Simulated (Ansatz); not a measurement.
# Rh(111) with 4 thermally displaced layers, 2x2: scattering by thermal displacements, part 2 of 2

How much do lattice vibrations at 273 K scatter the electrons of Rh? Layers with random displacements are laid between perfect leads, and the resistance is followed against their length. The measured value for the pure metal at this temperature is 4.3 µΩ cm (CRC Handbook of Chemistry and Physics, 84th ed., 2003, Electrical Resistivity of Pure Metals).

Ansatz 0.2.0; Ansatz plane-wave DFT, PBE, PAW files; ballistic transport by layer matching (Landauer), zero bias; PAW set soft_1.

So far, open channels per spin nearest the Fermi level: step 2 (with 4 displaced layers) 7.2.

### Step 3. With 8 displaced layers

Each atom of 8 layers is moved at random, by amounts drawn from a normal law 0.0426 Å wide in each direction from the Debye model (480 K) at 273 K. A fresh draw is used; the growth of the resistance with length is what counts.

System of this step: Rh(111) with 8 thermally displaced layers, 2x2. The cell holds 56 atoms: 56 Rh. Its edges and angles: a = 5.378 Å, b = 5.378 Å, c = 30.779 Å, α = 87.5°, β = 92.5°, γ = 120.0°. It derives from Rh. Regions: lead, 24 atoms (24 Rh); scattering region, 32 atoms (32 Rh). The structure is stacked along c, and the current runs across the ab planes.

File input.yaml:

```yaml
crystal:
  lattice:
    - [5.3783955991, 0.0, 0.0]
    - [-2.6891977995, 4.6578272204, 0.0]
    - [-1.3445988998, 0.7763045367, 30.7400913226]
  atoms:
    - { symbol: Rh, position: [0.005952381, 0.994047619, 0.0357142857] }
    - { symbol: Rh, position: [0.005952381, 0.494047619, 0.0357142857] }
    - { symbol: Rh, position: [0.505952381, 0.994047619, 0.0357142857] }
    - { symbol: Rh, position: [0.505952381, 0.494047619, 0.0357142857] }
    - { symbol: Rh, position: [0.1845238095, 0.3154761905, 0.1071428571] }
    - { symbol: Rh, position: [0.1845238095, 0.8154761905, 0.1071428571] }
    - { symbol: Rh, position: [0.6845238095, 0.3154761905, 0.1071428571] }
    - { symbol: Rh, position: [0.6845238095, 0.8154761905, 0.1071428571] }
    - { symbol: Rh, position: [0.3630952381, 0.1369047619, 0.1785714286] }
    - { symbol: Rh, position: [0.3630952381, 0.6369047619, 0.1785714286] }
    - { symbol: Rh, position: [0.8630952381, 0.1369047619, 0.1785714286] }
    - { symbol: Rh, position: [0.8630952381, 0.6369047619, 0.1785714286] }
    - { symbol: Rh, position: [0.0620361901, 0.9702804034, 0.2504953374] }
    - { symbol: Rh, position: [0.0322259095, 0.4581409419, 0.2509098891] }
    - { symbol: Rh, position: [0.5333669981, 0.9618483265, 0.2505958008] }
    - { symbol: Rh, position: [0.5416119767, 0.447654727, 0.2490828652] }
    - { symbol: Rh, position: [0.2118322975, 0.2686595951, 0.3238393748] }
    - { symbol: Rh, position: [0.2177544577, 0.7828308143, 0.321070184] }
    - { symbol: Rh, position: [0.7389671828, 0.2916933135, 0.3223064125] }
    - { symbol: Rh, position: [0.7031782719, 0.7800798944, 0.322376176] }
    - { symbol: Rh, position: [0.4043574922, 0.0951174141, 0.3953824919] }
    - { symbol: Rh, position: [0.3855397689, 0.5949232921, 0.3941531433] }
    - { symbol: Rh, position: [0.9083998981, 0.1194633792, 0.3931184347] }
    - { symbol: Rh, position: [0.8918146009, 0.5979888548, 0.3913447896] }
    - { symbol: Rh, position: [0.0702769795, 0.9282513484, 0.4650912233] }
    - { symbol: Rh, position: [0.0845750557, 0.4153262647, 0.4666268555] }
    - { symbol: Rh, position: [0.5822051342, 0.9371205809, 0.4636858633] }
    - { symbol: Rh, position: [0.5729353142, 0.4246656355, 0.4657153317] }
    - { symbol: Rh, position: [0.2542400376, 0.239001448, 0.5338553248] }
    - { symbol: Rh, position: [0.2473775655, 0.7484171739, 0.5370860504] }
    - { symbol: Rh, position: [0.7499387918, 0.2340184236, 0.5369243419] }
    - { symbol: Rh, position: [0.7426915221, 0.7373815259, 0.5365750305] }
    - { symbol: Rh, position: [0.4183314422, 0.0691447838, 0.6063366898] }
    - { symbol: Rh, position: [0.4350899567, 0.564737038, 0.6074229923] }
    - { symbol: Rh, position: [0.9368826274, 0.0582109155, 0.6091123705] }
    - { symbol: Rh, position: [0.9444037831, 0.5729249639, 0.608757385] }
    - { symbol: Rh, position: [0.123212314, 0.8946083261, 0.678676203] }
    - { symbol: Rh, position: [0.1009972416, 0.3858472269, 0.6775048638] }
    - { symbol: Rh, position: [0.6028753249, 0.8894002398, 0.6777834061] }
    - { symbol: Rh, position: [0.6002290468, 0.3773021305, 0.6789434607] }
    - { symbol: Rh, position: [0.3005532188, 0.2204334404, 0.749980714] }
    - { symbol: Rh, position: [0.3065990407, 0.7208945539, 0.7515941557] }
    - { symbol: Rh, position: [0.7786272631, 0.2194939975, 0.750470721] }
    - { symbol: Rh, position: [0.7968099693, 0.7116406372, 0.7505305101] }
    - { symbol: Rh, position: [0.4702380952, 0.0297619048, 0.8214285714] }
    - { symbol: Rh, position: [0.4702380952, 0.5297619048, 0.8214285714] }
    - { symbol: Rh, position: [0.9702380952, 0.0297619048, 0.8214285714] }
    - { symbol: Rh, position: [0.9702380952, 0.5297619048, 0.8214285714] }
    - { symbol: Rh, position: [0.1488095238, 0.8511904762, 0.8928571429] }
    - { symbol: Rh, position: [0.1488095238, 0.3511904762, 0.8928571429] }
    - { symbol: Rh, position: [0.6488095238, 0.8511904762, 0.8928571429] }
    - { symbol: Rh, position: [0.6488095238, 0.3511904762, 0.8928571429] }
    - { symbol: Rh, position: [0.3273809524, 0.1726190476, 0.9642857143] }
    - { symbol: Rh, position: [0.3273809524, 0.6726190476, 0.9642857143] }
    - { symbol: Rh, position: [0.8273809524, 0.1726190476, 0.9642857143] }
    - { symbol: Rh, position: [0.8273809524, 0.6726190476, 0.9642857143] }
kpoints:
  mp_grid: { grid: [5, 5, 1] }
hamiltonian:
  xc: pbe
  pseudopotentials: { kind: paw, azcp: { folder: soft_1 } }
scf:
  occupations: { method: fermi_dirac, width: 0.1 }
output:
  transmission:
    leads: [[0, 4]]
    kmesh: [10, 10]
    e_range: [-0.05, 0.05]
    de: 0.05
  write_potential: true
  write_density: true
  volumetric_format: npy
```

On the command line:

```
ansatz run input.yaml --threads 4 --pin off --max-ram 15360MiB --backend cpu --events-out ev --progress --plain --runs-dir out
```

Numbers of over 12 decimals in the logs are rounded to 6 here.

Output:

```text
[...]
Crystal: 56 atoms, lattice volume = 770.090 Å³
Basis set: ecut = 420 eV, 14937 PW (Γ)
Bands: 572, of which v1, the nominal top of the filled ones, is band 476 counted from 1 (475 counted from 0)
Symmetry: 1 space group operations
[...]
k-points: 13 of 25 (time reversal used)
[...]
SCF iter   1: F=—  HF=-358590.468946 eV  |F-HF|=—  |Δ(HF+E_count)|=         —  Δρ=1.10e-1  dr2=8.63e1  ethr=3.10e-3  ⟨swp⟩=4.5  Hψ=20989  notcnv=0  defer=91
[...]
SCF iter   9: F=-358564.543669 eV  HF=-358564.543669 eV  |F-HF|=5.34e-8  |Δ(HF+E_count)|=   7.10e-9  Δρ=1.73e-6  dr2=6.07e-8  ethr=1.05e-11  ⟨swp⟩=6.8  Hψ=19692  notcnv=0
SCF 1 converged in 9 iterations: F = -358564.543669 eV  dr2 = 6.07e-8
[...]
transmission: 288 of 2860 steps passed
transmission: 572 of 2860 steps passed
[...]
transmission: 2860 of 2860 steps passed
SCF converged after 9 iterations
Free energy (F): -358564.543669 eV
[...]
Internal energy: -358562.025127 eV  (E = F + TS)
E sigma→0 (E₀):  -358563.284398 eV
Entropy (-TS):   -2.518542 eV (-44.974 meV/atom)
Fermi energy:    22.419238 eV
[...]
--- Band table (eV; the first three rows and the last of 13) ---
  k-point 0: bands = [... 472 lower, 22.9746, 22.9758, 22.9804, 22.9845, 22.9857, 22.9907, 22.9982, 23.0026, ... 92 higher]
  k-point 1: bands = [... 472 lower, 22.6224, 22.6378, 22.6517, 22.6573, 22.6674, 22.6799, 22.6979, 22.7177, ... 92 higher]
  k-point 2: bands = [... 472 lower, 21.8828, 21.9041, 21.9483, 21.9848, 22.0366, 22.0777, 22.1155, 22.1479, ... 92 higher]
  k-point 12: bands = [... 472 lower, 22.3839, 22.3880, 22.3963, 22.4144, 22.4324, 22.4484, 22.4751, 22.4814, ... 92 higher]
--- Transmission ---
  basis      : 211 plane waves across, 55 finite elements along
  points     : 52, standing for a mesh of 10 x 10
[...]
channels       : 7.200000e0 a spin
[...]
junction   : crystal 0 to crystal 0, 0.70 to 29.24 Å
    transmission   : 5.998214e0 a spin
[...]
```

It took 9 min on 4 threads of Intel Xeon Platinum 8488C (Sapphire Rapids), shared host; peak memory 8.6 GiB.

Numbers from this step:

| Quantity | Value |
| --- | --- |
| free energy | -358564.5437 eV |
| energy at zero smearing | -358563.2844 eV |
| Fermi energy | 22.42 eV |
| transmission per spin nearest the Fermi level | 5.998 |
| step of the lead's potential | 2.9 meV |

Per spin. The transmission, zone mean by energy, zero at the Fermi level:

```
energy (eV)  transmission, zone mean
    -0.0500                     5.83
     0.0000                     6.00
     0.0500                     5.98
```

Over the solved energies the transmission per spin lies between 5.83 and 6.00, out of 7 channels of the lead on average (up to 7.2).

### Step 4. With 12 displaced layers

Each atom of 12 layers is moved at random, by amounts drawn from a normal law 0.0426 Å wide in each direction from the Debye model (480 K) at 273 K. A fresh draw is used; the growth of the resistance with length is what counts.

System of this step: Rh(111) with 12 thermally displaced layers, 2x2. The cell holds 72 atoms: 72 Rh. Its edges and angles: a = 5.378 Å, b = 5.378 Å, c = 39.523 Å, α = 90.0°, β = 90.0°, γ = 120.0°. It derives from Rh. Regions: lead, 24 atoms (24 Rh); scattering region, 48 atoms (48 Rh). The structure is stacked along c, and the current runs across the ab planes.

File input.yaml:

```yaml
crystal:
  lattice:
    - [5.3783955991, 0.0, 0.0]
    - [-2.6891977995, 4.6578272204, 0.0]
    - [0.0, 0.0, 39.5229745576]
  atoms:
    - { symbol: Rh, position: [0.0, 0.0, 0.0277777778] }
    - { symbol: Rh, position: [0.0, 0.5, 0.0277777778] }
    - { symbol: Rh, position: [0.5, 0.0, 0.0277777778] }
    - { symbol: Rh, position: [0.5, 0.5, 0.0277777778] }
    - { symbol: Rh, position: [0.1666666667, 0.3333333333, 0.0833333333] }
    - { symbol: Rh, position: [0.1666666667, 0.8333333333, 0.0833333333] }
    - { symbol: Rh, position: [0.6666666667, 0.3333333333, 0.0833333333] }
    - { symbol: Rh, position: [0.6666666667, 0.8333333333, 0.0833333333] }
    - { symbol: Rh, position: [0.3333333333, 0.1666666667, 0.1388888889] }
    - { symbol: Rh, position: [0.3333333333, 0.6666666667, 0.1388888889] }
    - { symbol: Rh, position: [0.8333333333, 0.1666666667, 0.1388888889] }
    - { symbol: Rh, position: [0.8333333333, 0.6666666667, 0.1388888889] }
    - { symbol: Rh, position: [0.0008887882, 0.9967169184, 0.192394448] }
    - { symbol: Rh, position: [0.9954612202, 0.4926480373, 0.1956088797] }
    - { symbol: Rh, position: [0.4980942418, 0.0007635727, 0.1935285542] }
    - { symbol: Rh, position: [0.4959022133, 0.4998945038, 0.1928431838] }
    - { symbol: Rh, position: [0.1685634914, 0.3323630604, 0.2487217731] }
    - { symbol: Rh, position: [0.1500149114, 0.8380263664, 0.2496791992] }
    - { symbol: Rh, position: [0.6613879703, 0.3311731601, 0.2519581931] }
    - { symbol: Rh, position: [0.6666683198, 0.8341256642, 0.2483969092] }
    - { symbol: Rh, position: [0.3505794512, 0.1750591889, 0.3067057302] }
    - { symbol: Rh, position: [0.3379034366, 0.6750515674, 0.3059554428] }
    - { symbol: Rh, position: [0.8374948059, 0.1652745146, 0.3039666783] }
    - { symbol: Rh, position: [0.8326338789, 0.6489670433, 0.3052968996] }
    - { symbol: Rh, position: [0.9936101495, 0.9904606632, 0.3617720687] }
    - { symbol: Rh, position: [0.9964149532, 0.4960038418, 0.3616715097] }
    - { symbol: Rh, position: [0.5025773424, 0.0127053929, 0.3614899859] }
    - { symbol: Rh, position: [0.4873500677, 0.482215258, 0.3597013301] }
    - { symbol: Rh, position: [0.1750448556, 0.3328704436, 0.4163614529] }
    - { symbol: Rh, position: [0.1738177657, 0.8216005777, 0.4160353172] }
    - { symbol: Rh, position: [0.6656046278, 0.3386967264, 0.415951364] }
    - { symbol: Rh, position: [0.6544659279, 0.8186505775, 0.4174529182] }
    - { symbol: Rh, position: [0.3375406151, 0.1623091137, 0.4723983056] }
    - { symbol: Rh, position: [0.3209353716, 0.6623508582, 0.4737076777] }
    - { symbol: Rh, position: [0.8449753366, 0.1878002153, 0.4713736146] }
    - { symbol: Rh, position: [0.8370360449, 0.6648783195, 0.4728321838] }
    - { symbol: Rh, position: [0.9973761542, 0.9948665621, 0.5268424716] }
    - { symbol: Rh, position: [0.0239347183, 0.4992925028, 0.525603782] }
    - { symbol: Rh, position: [0.4979630397, 0.0062022213, 0.5272387599] }
    - { symbol: Rh, position: [0.5153617651, 0.5091692207, 0.527613554] }
    - { symbol: Rh, position: [0.1583302765, 0.3241421342, 0.5825787571] }
    - { symbol: Rh, position: [0.160505229, 0.8443502871, 0.5850481368] }
    - { symbol: Rh, position: [0.6513112236, 0.3225241447, 0.5814268464] }
    - { symbol: Rh, position: [0.6448239551, 0.8049187915, 0.5821019365] }
    - { symbol: Rh, position: [0.3420262289, 0.1635047022, 0.6398101458] }
    - { symbol: Rh, position: [0.3375124893, 0.6827719887, 0.6391036494] }
    - { symbol: Rh, position: [0.8419810679, 0.1900144116, 0.6385391025] }
    - { symbol: Rh, position: [0.8245825353, 0.6685135946, 0.638847024] }
    - { symbol: Rh, position: [0.0042319648, 0.9915695537, 0.6953119435] }
    - { symbol: Rh, position: [0.003701523, 0.4938924754, 0.6946204244] }
    - { symbol: Rh, position: [0.5041478514, 0.0214577703, 0.6936853696] }
    - { symbol: Rh, position: [0.4915360832, 0.490250478, 0.6940713196] }
    - { symbol: Rh, position: [0.1701317103, 0.3403565178, 0.7493418846] }
    - { symbol: Rh, position: [0.1587164918, 0.8203763042, 0.7491080458] }
    - { symbol: Rh, position: [0.6932598394, 0.3428578795, 0.7491576111] }
    - { symbol: Rh, position: [0.6516101346, 0.8244094011, 0.7499766169] }
    - { symbol: Rh, position: [0.3302040007, 0.1598577896, 0.8041686056] }
    - { symbol: Rh, position: [0.3466669495, 0.6707983613, 0.8051517646] }
    - { symbol: Rh, position: [0.8291634214, 0.1618229017, 0.8023904468] }
    - { symbol: Rh, position: [0.8293532945, 0.656874094, 0.8044746442] }
    - { symbol: Rh, position: [0.0, 0.0, 0.8611111111] }
    - { symbol: Rh, position: [0.0, 0.5, 0.8611111111] }
    - { symbol: Rh, position: [0.5, 0.0, 0.8611111111] }
    - { symbol: Rh, position: [0.5, 0.5, 0.8611111111] }
    - { symbol: Rh, position: [0.1666666667, 0.3333333333, 0.9166666667] }
    - { symbol: Rh, position: [0.1666666667, 0.8333333333, 0.9166666667] }
    - { symbol: Rh, position: [0.6666666667, 0.3333333333, 0.9166666667] }
    - { symbol: Rh, position: [0.6666666667, 0.8333333333, 0.9166666667] }
    - { symbol: Rh, position: [0.3333333333, 0.1666666667, 0.9722222222] }
    - { symbol: Rh, position: [0.3333333333, 0.6666666667, 0.9722222222] }
    - { symbol: Rh, position: [0.8333333333, 0.1666666667, 0.9722222222] }
    - { symbol: Rh, position: [0.8333333333, 0.6666666667, 0.9722222222] }
kpoints:
  mp_grid: { grid: [5, 5, 1] }
hamiltonian:
  xc: pbe
  pseudopotentials: { kind: paw, azcp: { folder: soft_1 } }
scf:
  occupations: { method: fermi_dirac, width: 0.1 }
output:
  transmission:
    leads: [[0, 4]]
    kmesh: [10, 10]
    e_range: [-0.05, 0.05]
    de: 0.05
  write_potential: true
  write_density: true
  volumetric_format: npy
```

Output:

```text
[...]
Crystal: 72 atoms, lattice volume = 990.115 Å³
Basis set: ecut = 420 eV, 19231 PW (Γ)
Bands: 735, of which v1, the nominal top of the filled ones, is band 612 counted from 1 (611 counted from 0)
Symmetry: 1 space group operations
[...]
k-points: 13 of 25 (time reversal used)
[...]
SCF iter   1: F=—  HF=-461044.362827 eV  |F-HF|=—  |Δ(HF+E_count)|=         —  Δρ=1.10e-1  dr2=1.11e2  ethr=3.10e-3  ⟨swp⟩=4.5  Hψ=26874  notcnv=0  defer=119
[...]
SCF iter   9: F=-461011.158863 eV  HF=-461011.158863 eV  |F-HF|=8.24e-8  |Δ(HF+E_count)|=   2.69e-8  Δρ=1.96e-6  dr2=9.48e-8  ethr=8.17e-12  ⟨swp⟩=7.7  Hψ=23937  notcnv=0
SCF 1 converged in 9 iterations: F = -461011.158863 eV  dr2 = 9.48e-8
[...]
transmission: 366 of 3640 steps passed
transmission: 728 of 3640 steps passed
[...]
transmission: 3640 of 3640 steps passed
SCF converged after 9 iterations
Free energy (F): -461011.158863 eV
[...]
Internal energy: -461007.976889 eV  (E = F + TS)
E sigma→0 (E₀):  -461009.567876 eV
Entropy (-TS):   -3.181974 eV (-44.194 meV/atom)
Fermi energy:    22.423588 eV
[...]
--- Band table (eV; the first three rows and the last of 13) ---
  k-point 0: bands = [... 608 lower, 22.9679, 22.9721, 22.9749, 22.9757, 22.9799, 22.9860, 22.9875, 22.9922, ... 119 higher]
  k-point 1: bands = [... 608 lower, 22.6342, 22.6380, 22.6473, 22.6629, 22.6635, 22.6753, 22.6808, 22.6907, ... 119 higher]
  k-point 2: bands = [... 608 lower, 21.9273, 21.9570, 21.9755, 21.9932, 22.0255, 22.0356, 22.0704, 22.0779, ... 119 higher]
  k-point 12: bands = [... 608 lower, 22.4016, 22.4097, 22.4159, 22.4329, 22.4407, 22.4532, 22.4607, 22.4728, ... 119 higher]
--- Transmission ---
  basis      : 211 plane waves across, 70 finite elements along
  points     : 52, standing for a mesh of 10 x 10
[...]
channels       : 7.200000e0 a spin
[...]
junction   : crystal 0 to crystal 0, 0.70 to 38.03 Å
    transmission   : 5.444364e0 a spin
[...]
```

It took 15 min on 4 threads; peak memory 7.5 GiB; 56 min of CPU time.

This step gave:

```
free energy                                   : -461011.1589 eV
energy at zero smearing                       : -461009.5679 eV
transmission per spin nearest the Fermi level : 5.444
step of the lead's potential                  : 4.4 meV
```

Per spin. The transmission, zone mean by energy, zero at the Fermi level:

```
energy (eV)  transmission, zone mean
    -0.0500                     5.29
     0.0000                     5.44
     0.0500                     5.50
```

Over the solved energies the transmission per spin lies between 5.29 and 5.50, out of 7 channels of the lead on average (up to 7.2).

### Step 5. Resistance against length

This step: Ansatz plane-wave DFT, PBE, PAW files; ballistic transport by layer matching (Landauer), zero bias; resistivity from the slope of the area resistance; PAW set soft_1 (Ansatz 0.2.0).

Numbers from this step:

```yaml
resistivity: 5.679 µΩ cm
intercept: -0.01504 fΩ m²
scatter_about_the_fit: 0.001374 fΩ m²
```

Resistance, by row:

```
run  length (Å)      T  channels N  RA (fΩ m²)
 n4       8.783  6.496           7     0.03581
 n8       17.57  5.936           7     0.08277
n12       26.35  5.412           7      0.1356
```

Table of area resistance by length of the displaced region:

```
length of the displaced region (Å)  area resistance (fΩ m²)
                              8.78                   0.0358
                             17.57                   0.0828
                             26.35                    0.136
```

The area resistance goes from 0.036 to 0.14 fΩ m² between 8.8 and 26.3 Å, a slope of 5.7 µΩ cm.

By hand from the end points: (0.1356 − 0.03581) fΩ m² / (26.35 − 8.78) Å = 5.7 µΩ cm, since 1 fΩ m² per Å is 1000 µΩ cm.

### Step 6. Results

```yaml
resistivity_from_the_slope: 5.68 µΩ cm
area_resistance_over_8p78_a: 0.0358 fΩ m²
area_resistance_over_17p6_a: 0.0828 fΩ m²
area_resistance_over_26p3_a: 0.136 fΩ m²
```

In words: The slope gives 5.7 µΩ cm. The points scatter by 0.0014 fΩ m² about the line, with one random draw a length in a 2x2 cell, so the slope is a rough value. The mean square of the displacements drawn is 0.78, 0.99 and 1.2 of the nominal one at the three lengths; with each resistance scaled back by that, the slope is 3.9 µΩ cm, the value used below. Read with a model of isotropic scattering on a spherical Fermi surface and the lead's 2.2×10¹⁵ S/m², this slope means a mean free path near 99 Å; over these lengths the model's slope is 1.13 times its bulk resistivity, which would be 3.5 µΩ cm. Uncorrelated displacements put too much weight on short waves, which scatter strongly; with the sideways repeat of a small cell, one draw and three short lengths, the method is good to a factor of two or three. The measured value is 4.3 µΩ cm (CRC Handbook of Chemistry and Physics, 84th ed., 2003, Electrical Resistivity of Pure Metals); the scaled slope is 0.92 times that and the corrected value 0.81: fair for so small a cell.

[Logs are printed without paths, hosts, clocks, repeated set-up lines and the standing remarks that a program may print on its own settings, such as how far it seeks lower states.]

[Hosts, paths, dates, database ids (printed as entryN), source tags and the programs' standing remarks are cut or masked in the printed files.]
